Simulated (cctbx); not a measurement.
# Resonant diffraction in Ba14LiMn

Space group Amm2 (no. 38), a = 13.1340 Å, b = 8.3730 Å, c = 14.3940 Å, α = 90.00°, β = 90.00°, γ = 90.00°.

```
atom  mult.       x       y       z  Ueq (Å²)
 Ba1      4  0.7518     1/2  0.3351    0.0097
 Ba2      4  0.7483     1/2  0.8341    0.0113
 Ba3      8  0.7432  0.7511  0.0849    0.0097
 Ba4      4       0  0.7497  0.9172    0.0089
 Ba5      4     1/2  0.7522  0.9142    0.0102
 Ba6      2       0     1/2  0.1668    0.0108
 Ba7      2       0     1/2  0.6618    0.0074
 Mn1      2     1/2     1/2  0.6648    0.0101
 Li1      2     1/2     1/2  0.1688    0.0300
```

The model is made up (kin elements in a known structure type, no relaxation), so it says nothing on whether the phase exists.

Calculated with cctbx: free-atom f′ and f″ from the Sasaki tables, no fine structure; amplitudes in electrons.

How do |F(hkl)| and |F(−h−k−l)| change across the Ba L3 edge?

```text
E (eV)    f'(Ba)   f''           |F|3 0 0        |F|2 0 0        |F|3 1 1        |F|1 0 2
   4647   -7.99   4.20      165.7/ 165.7    128.1/ 128.1     32.5/  31.3    120.9/ 120.8
   4997  -10.10   3.74      155.4/ 155.4    120.0/ 120.0     32.2/  31.1    113.2/ 113.0
   5127  -11.84   3.59      146.8/ 146.8    113.3/ 113.3     32.2/  31.1    106.7/ 106.5
   5187  -13.45   3.53      138.9/ 138.9    107.0/ 107.0     32.2/  31.1    100.7/ 100.5
   5217  -15.04   3.50      131.1/ 131.1    100.8/ 100.8     32.3/  31.2     94.7/  94.5
   5232  -16.62   3.48      123.3/ 123.3     94.6/  94.6     32.4/  31.3     88.8/  88.6
   5239  -18.04   3.47      116.3/ 116.3     89.1/  89.1     32.5/  31.4     83.5/  83.3
   5243  -19.56   3.47      108.8/ 108.8     83.2/  83.2     32.7/  31.5     77.8/  77.5
   5251  -19.95  10.79      118.0/ 118.0     90.7/  90.7     34.5/  29.7     85.6/  84.6
   5255  -18.21  10.78      125.7/ 125.7     96.8/  96.8     34.4/  29.5     91.4/  90.5
   5262  -16.69  10.74      132.6/ 132.6    102.2/ 102.2     34.2/  29.4     96.6/  95.7
   5277  -15.03  10.68      140.1/ 140.1    108.1/ 108.1     34.0/  29.3    102.2/ 101.4
   5307  -13.46  10.54      147.2/ 147.2    113.8/ 113.8     33.8/  29.2    107.6/ 106.8
   5397  -11.51  10.16      155.9/ 155.9    120.6/ 120.6     33.5/  29.0    114.1/ 113.4
   5647  -11.84  12.97      159.8/ 159.8    123.9/ 123.9     33.8/  27.9    117.4/ 116.5
```

The edge is at 5247 eV. f′ of Ba falls from -11.8 e at 5127 eV to -19.6 e at 4 eV below it, and f″ steps from 3.47 to 10.78 e across it. Over that approach |F| changes by -26 % (3 0 0), -27 % (2 0 0), +2 % (3 1 1) and -27 % (1 0 2): a reflection falls where Ba scatters in phase with the total and rises where it scatters against it; it hardly moves where the Ba term is small or cancels by symmetry or lies in quadrature to the total. The f″ term interferes with the normal scattering with opposite sign for the two Friedel mates. The largest Friedel difference in the scan is 19.1 % of the mean (3 1 1, at 5647 eV).

[Logs are printed without paths, hosts, clocks, repeated set-up lines and the standing remarks that a program may print on its own settings, such as how far it seeks lower states.]
